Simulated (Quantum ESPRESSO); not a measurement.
# CoPS3: spin-resolved density of states

Aim: the densities of states of CoPS3 in the lowest state of several starts.

Method: LDA with U = 3.5 eV on Co d (ortho-atomic projectors); plane waves with GBRV 1.5 LDA potentials, no spin-orbit coupling, in Quantum ESPRESSO 7.5.

## 1. The structure

The structure is monoclinic, space group C2/m (No. 12). The conventional cell has a = 5.770 Å, b = 9.993 Å, c = 6.860 Å, α = 90.00°, β = 106.34°, γ = 90.00°. Nearest to Co lie 6 S at 2.35 to 2.36 Å. Nearest to P lie 3 S at 2.07 to 2.08 Å and 1 P at 2.16 Å. Nearest to S lie 1 P at 2.07 Å and 2 Co at 2.35 Å. S has 1 P at 2.08 Å and 2 Co at 2.36 Å nearest. Farther neighbours and most contacts between anions are not listed.

The cell comes from Materials Project 2023-11-01, a database of computed structures, and need not be the stable phase.

## 2. Ground-state run

This state came out lowest in a comparison of starts that is told elsewhere.

Input file pw.in:

```
&CONTROL
  calculation = 'scf'
  prefix = 'pwscf'
  outdir = './tmp'
  pseudo_dir = './pseudo'
  disk_io = 'low'
/
&SYSTEM
  ibrav = 0
  celldm(1) = 8
  nat = 10
  ntyp = 4
  ecutwfc = 40
  ecutrho = 280
  nbnd = 57
  occupations = 'smearing'
  smearing = 'fd'
  degauss = 0.00367493
  nspin = 2
  starting_magnetization(1) = 0.1765
  starting_magnetization(2) = -0.1765
  starting_magnetization(3) = 0
  starting_magnetization(4) = 0
/
&ELECTRONS
  conv_thr = 2d-08
  electron_maxstep = 150
  mixing_beta = 0.3
/
ATOMIC_SPECIES
Co1    58.9332 co_lda_v1.2.uspp.F.UPF
Co2    58.9332 co_lda_v1.2.uspp.F.UPF
P      30.9738 p_lda_v1.5.uspp.F.UPF
S      32.0600 s_lda_v1.4.uspp.F.UPF
CELL_PARAMETERS alat
   0.6815325614355   -1.1802364824711    0.0000000000000
   0.6815325614355    1.1802364824711    0.0000000000000
  -0.4557709969944    0.0000000000000    1.5549306698146
ATOMIC_POSITIONS crystal
Co1     0.3332840000    0.6667160000    0.5000000000
Co2     0.6667160000    0.3332840000    0.5000000000
P       0.0556550000    0.0556550000    0.6643210000
P       0.9443450000    0.9443450000    0.3356790000
S       0.0727000000    0.4273870000    0.7173930000
S       0.5726130000    0.9273000000    0.2826070000
S       0.2811000000    0.2811000000    0.2818470000
S       0.7189000000    0.7189000000    0.7181530000
S       0.4273870000    0.0727000000    0.7173930000
S       0.9273000000    0.5726130000    0.2826070000
K_POINTS automatic
4 4 4 0 0 0
HUBBARD {ortho-atomic}
U Co1-3d 3.5000
U Co2-3d 3.5000
```

Started as:

```console
$ OMP_NUM_THREADS=1 mpirun -n 4 pw.x -nk 4 -in pw.in > pw.out
```

The log of the run:

```text
Program PWSCF v.7.5 starts

     Message from routine setup:
     using ibrav=0 with symmetry is DISCOURAGED, use correct ibrav instead

     K-points division:     npool     =       4
     Subspace diagonalization in iterative solution of the eigenvalue problem:

     bravais-lattice index     =            0
     lattice parameter (alat)  =       8.0000  a.u.
     unit-cell volume          =    1280.7567 (a.u.)^3
     number of atoms/cell      =           10
     number of atomic types    =            4
     number of electrons       =        80.00
     number of Kohn-Sham states=           57
     kinetic-energy cutoff     =      40.0000  Ry
     charge density cutoff     =     280.0000  Ry
     scf convergence threshold =      2.0E-08
     mixing beta               =       0.3000
     number of iterations used =            8  plain     mixing
     Exchange-correlation=  SLA  PZ   NOGX NOGC
                           (   1   1   0   0   0   0   0)
     Hubbard projectors: ortho-atomic
     Hubbard parameters of DFT+U (Dudarev formulation) in eV:
     U(Co1-3d) =  3.5000
     U(Co2-3d) =  3.5000

     Internal variables: lda_plus_u =T, lda_plus_u_kind = 0

     Internal variables: orbital_resolved =F, hub_pot_fix =F, apply_U = F

     celldm(1)=   8.000000  celldm(2)=   0.000000  celldm(3)=   0.000000
     celldm(4)=   0.000000  celldm(5)=   0.000000  celldm(6)=   0.000000

     crystal axes: (cart. coord. in units of alat)
               a(1) = (   0.681533  -1.180236   0.000000 )
               a(2) = (   0.681533   1.180236   0.000000 )
               a(3) = (  -0.455771   0.000000   1.554931 )

     reciprocal axes: (cart. coord. in units 2 pi/alat)
               b(1) = (  0.733641 -0.423644  0.215040 )
               b(2) = (  0.733641  0.423644  0.215040 )
               b(3) = ( -0.000000  0.000000  0.643115 )

     PseudoPot. # 1 for Co read from file:
     co_lda_v1.2.uspp.F.UPF
     Pseudo is Ultrasoft + core correction, Zval = 17.0

     PseudoPot. # 2 for Co read from file:
     co_lda_v1.2.uspp.F.UPF
     Pseudo is Ultrasoft + core correction, Zval = 17.0

     PseudoPot. # 3 for P  read from file:
     p_lda_v1.5.uspp.F.UPF
     Pseudo is Ultrasoft + core correction, Zval =  5.0

     PseudoPot. # 4 for S  read from file:
     s_lda_v1.4.uspp.F.UPF
     Pseudo is Ultrasoft + core correction, Zval =  6.0

     atomic species   valence    mass     pseudopotential
     Co1              17.00    58.93320     Co( 1.00)
     Co2              17.00    58.93320     Co( 1.00)
     P                 5.00    30.97380     P ( 1.00)
     S                 6.00    32.06000     S ( 1.00)

     Starting magnetic structure
     atomic species   magnetization
     Co1             0.176
     Co2            -0.176
     P               0.000
     S               0.000

      2 Sym. Ops. (no inversion) found

   Cartesian axes

     site n.     atom                  positions (alat units)
         1        Co1    tau(   1) = (   0.4536471   0.3935286   0.7774653  )
         2        Co2    tau(   2) = (   0.4536471  -0.3935286   0.7774653  )
         3        P      tau(   3) = (  -0.2269169   0.0000000   1.0329731  )
         4        P      tau(   4) = (   1.1342110   0.0000000   0.5219576  )
         5        S      tau(   5) = (   0.0138587   0.4186145   1.1154964  )
         6        S      tau(   6) = (   0.8934355   0.4186145   0.4394343  )
         7        S      tau(   7) = (   0.2546999   0.0000000   0.4382525  )
         8        S      tau(   8) = (   0.6525942   0.0000000   1.1166781  )
         9        S      tau(   9) = (   0.0138587  -0.4186145   1.1154964  )
        10        S      tau(  10) = (   0.8934355  -0.4186145   0.4394343  )

     number of k points=    24  Fermi-Dirac smearing, width (Ry)=  0.0037
                       cart. coord. in units 2pi/alat
        k(    1) = (   0.0000000   0.0000000   0.0000000), wk =   0.0156250
        k(    2) = (   0.0000000   0.0000000   0.1607789), wk =   0.0312500
        k(    3) = (   0.0000000   0.0000000  -0.3215577), wk =   0.0156250
        k(    4) = (   0.1834102   0.1059110   0.0537600), wk =   0.0625000
        k(    5) = (   0.1834102   0.1059110   0.2145388), wk =   0.0625000
        [... 19 further k-points ...]

     Dense  grid:   101267 G-vectors     FFT dimensions: (  60,  60,  72)

     Smooth grid:    43675 G-vectors     FFT dimensions: (  45,  45,  54)

     Check: negative core charge=   -0.000011
     Generating pointlists ...
     new r_m :   0.2290 (alat units)  1.8320 (a.u.) for type    1
     new r_m :   0.2290 (alat units)  1.8320 (a.u.) for type    2
     new r_m :   0.2021 (alat units)  1.6167 (a.u.) for type    3
     new r_m :   0.2021 (alat units)  1.6167 (a.u.) for type    4

     Initial potential from superposition of free atoms

     starting charge      77.9995, renormalised to      80.0000

     STARTING HUBBARD OCCUPATIONS:

     =================== HUBBARD OCCUPATIONS ===================
     ------------------------ ATOM    1 ------------------------
     Tr[ns(  1)] (up, down, total) =   5.00000  2.00000  7.00000
     Atomic magnetic moment for atom   1 =   3.00000
     [... lines left out ...]
     ------------------------ ATOM    2 ------------------------
     Tr[ns(  2)] (up, down, total) =   2.00000  5.00000  7.00000
     Atomic magnetic moment for atom   2 =  -3.00000
     [... lines left out ...]
     Number of occupied Hubbard levels =   14.0000

     Atomic wfc used for Hubbard projectors are orthogonalized

     Starting wfcs are   58 randomized atomic wfcs

     Self-consistent Calculation

     iteration #  1     ecut=    40.00 Ry     beta= 0.30
     Davidson diagonalization with overlap
     ethr =  1.00E-02,  avg # of iterations =  6.9

     =================== HUBBARD OCCUPATIONS ===================
     ------------------------ ATOM    1 ------------------------
     Tr[ns(  1)] (up, down, total) =   4.77391  1.26162  6.03553
     Atomic magnetic moment for atom   1 =   3.51228
     [... lines left out ...]
     ------------------------ ATOM    2 ------------------------
     Tr[ns(  2)] (up, down, total) =   1.26171  4.77390  6.03561
     Atomic magnetic moment for atom   2 =  -3.51219
     [... lines left out ...]
     Number of occupied Hubbard levels =   12.0711

     total energy              =    -770.23179661 Ry
     estimated scf accuracy    <       5.59253778 Ry

     total magnetization       =     0.00 Bohr mag/cell
     absolute magnetization    =     7.31 Bohr mag/cell

     iteration #  2     ecut=    40.00 Ry     beta= 0.30
     Davidson diagonalization with overlap
     ethr =  6.99E-03,  avg # of iterations =  2.0

     total energy              =    -771.10269912 Ry
     estimated scf accuracy    <      15.08638486 Ry

     total magnetization       =    -0.00 Bohr mag/cell
     absolute magnetization    =     1.46 Bohr mag/cell

     [... further iterations left out ...]

     iteration # 16     ecut=    40.00 Ry     beta= 0.30
     Davidson diagonalization with overlap
     ethr =  1.06E-10,  avg # of iterations =  2.3

     total energy              =    -772.24058119 Ry
     estimated scf accuracy    <       0.00000002 Ry

     total magnetization       =    -0.00 Bohr mag/cell
     absolute magnetization    =     5.12 Bohr mag/cell

     iteration # 17     ecut=    40.00 Ry     beta= 0.30
     Davidson diagonalization with overlap
     ethr =  2.71E-11,  avg # of iterations =  3.9

     Magnetic moment per site  (integrated on atomic sphere of radius R)
     atom   1 (R=0.229)  charge= 15.1978  magn=  2.2496
     atom   2 (R=0.229)  charge= 15.1978  magn= -2.2496
     atom   3 (R=0.202)  charge=  2.1431  magn=  0.0000
     atom   4 (R=0.202)  charge=  2.1431  magn=  0.0000
     atom   5 (R=0.202)  charge=  3.1347  magn=  0.0002
     atom   6 (R=0.202)  charge=  3.1347  magn=  0.0002
     atom   7 (R=0.202)  charge=  3.1334  magn=  0.0000
     atom   8 (R=0.202)  charge=  3.1334  magn=  0.0000
     atom   9 (R=0.202)  charge=  3.1347  magn= -0.0002
     atom  10 (R=0.202)  charge=  3.1347  magn= -0.0002

     End of self-consistent calculation

     =================== HUBBARD OCCUPATIONS ===================
     ------------------------ ATOM    1 ------------------------
     Tr[ns(  1)] (up, down, total) =   4.90194  2.63063  7.53256
     Atomic magnetic moment for atom   1 =   2.27131
     [... lines left out ...]
     ------------------------ ATOM    2 ------------------------
     Tr[ns(  2)] (up, down, total) =   2.63063  4.90194  7.53256
     Atomic magnetic moment for atom   2 =  -2.27131
     [... lines left out ...]
     Number of occupied Hubbard levels =   15.0651

     [... lines left out ...]
     the Fermi energy is     7.1888 ev

!    total energy              =    -772.24058120 Ry
     estimated scf accuracy    <       0.00000001 Ry
     smearing contrib. (-TS)   =      -0.00000169 Ry
     internal energy E=F+TS    =    -772.24057952 Ry

     The total energy is F=E-TS. E is the sum of the following terms:
     one-electron contribution =    -715.20043995 Ry
     hartree contribution      =     388.30766177 Ry
     xc contribution           =    -127.21702102 Ry
     ewald contribution        =    -318.31231503 Ry
     Hubbard energy            =       0.18153471 Ry

     total magnetization       =    -0.00 Bohr mag/cell
     absolute magnetization    =     5.12 Bohr mag/cell

     convergence has been achieved in  17 iterations

=------------------------------------------------------------------------------=
   JOB DONE.
=------------------------------------------------------------------------------=
```

Wall time 1.7 min (4 MPI ranks of Intel Xeon 6975P-C (Granite Rapids), shared host); peak memory 1.1 GiB; 6.7 min of CPU time.

Spin moment in the atom's sphere by atom:

```
atom  spin moment in the atom's sphere (μB)
 Co1                                   2.25
 Co2                                  -2.25
  P3                                   0.00
  P4                                   0.00
  S5                                   0.00
  S6                                   0.00
  S7                                   0.00
  S8                                   0.00
  S9                                   0.00
 S10                                   0.00
```

Read from the output:

| Quantity | Value |
| --- | --- |
| smearing term TS | 2.30e-5 eV |
| magnetization | 0 μB |
| absolute magnetization | 5.123 μB |
| final state | antiferromagnetic |

(Continued in part 2 of 2.)

[Logs and program files are shortened in this print: banners, set-up blocks, solver, clock and traceback lines can be left out without a mark of their own.]

[Logs are printed without paths, hosts, clocks, repeated set-up lines and the standing remarks that a program may print on its own settings, such as how far it seeks lower states.]

[Hosts, paths, dates, database ids (printed as entryN), source tags and the programs' standing remarks are cut or masked in the printed files.]

[Where a cell is said to come from a database of computed structures, the database is the Materials Project.]
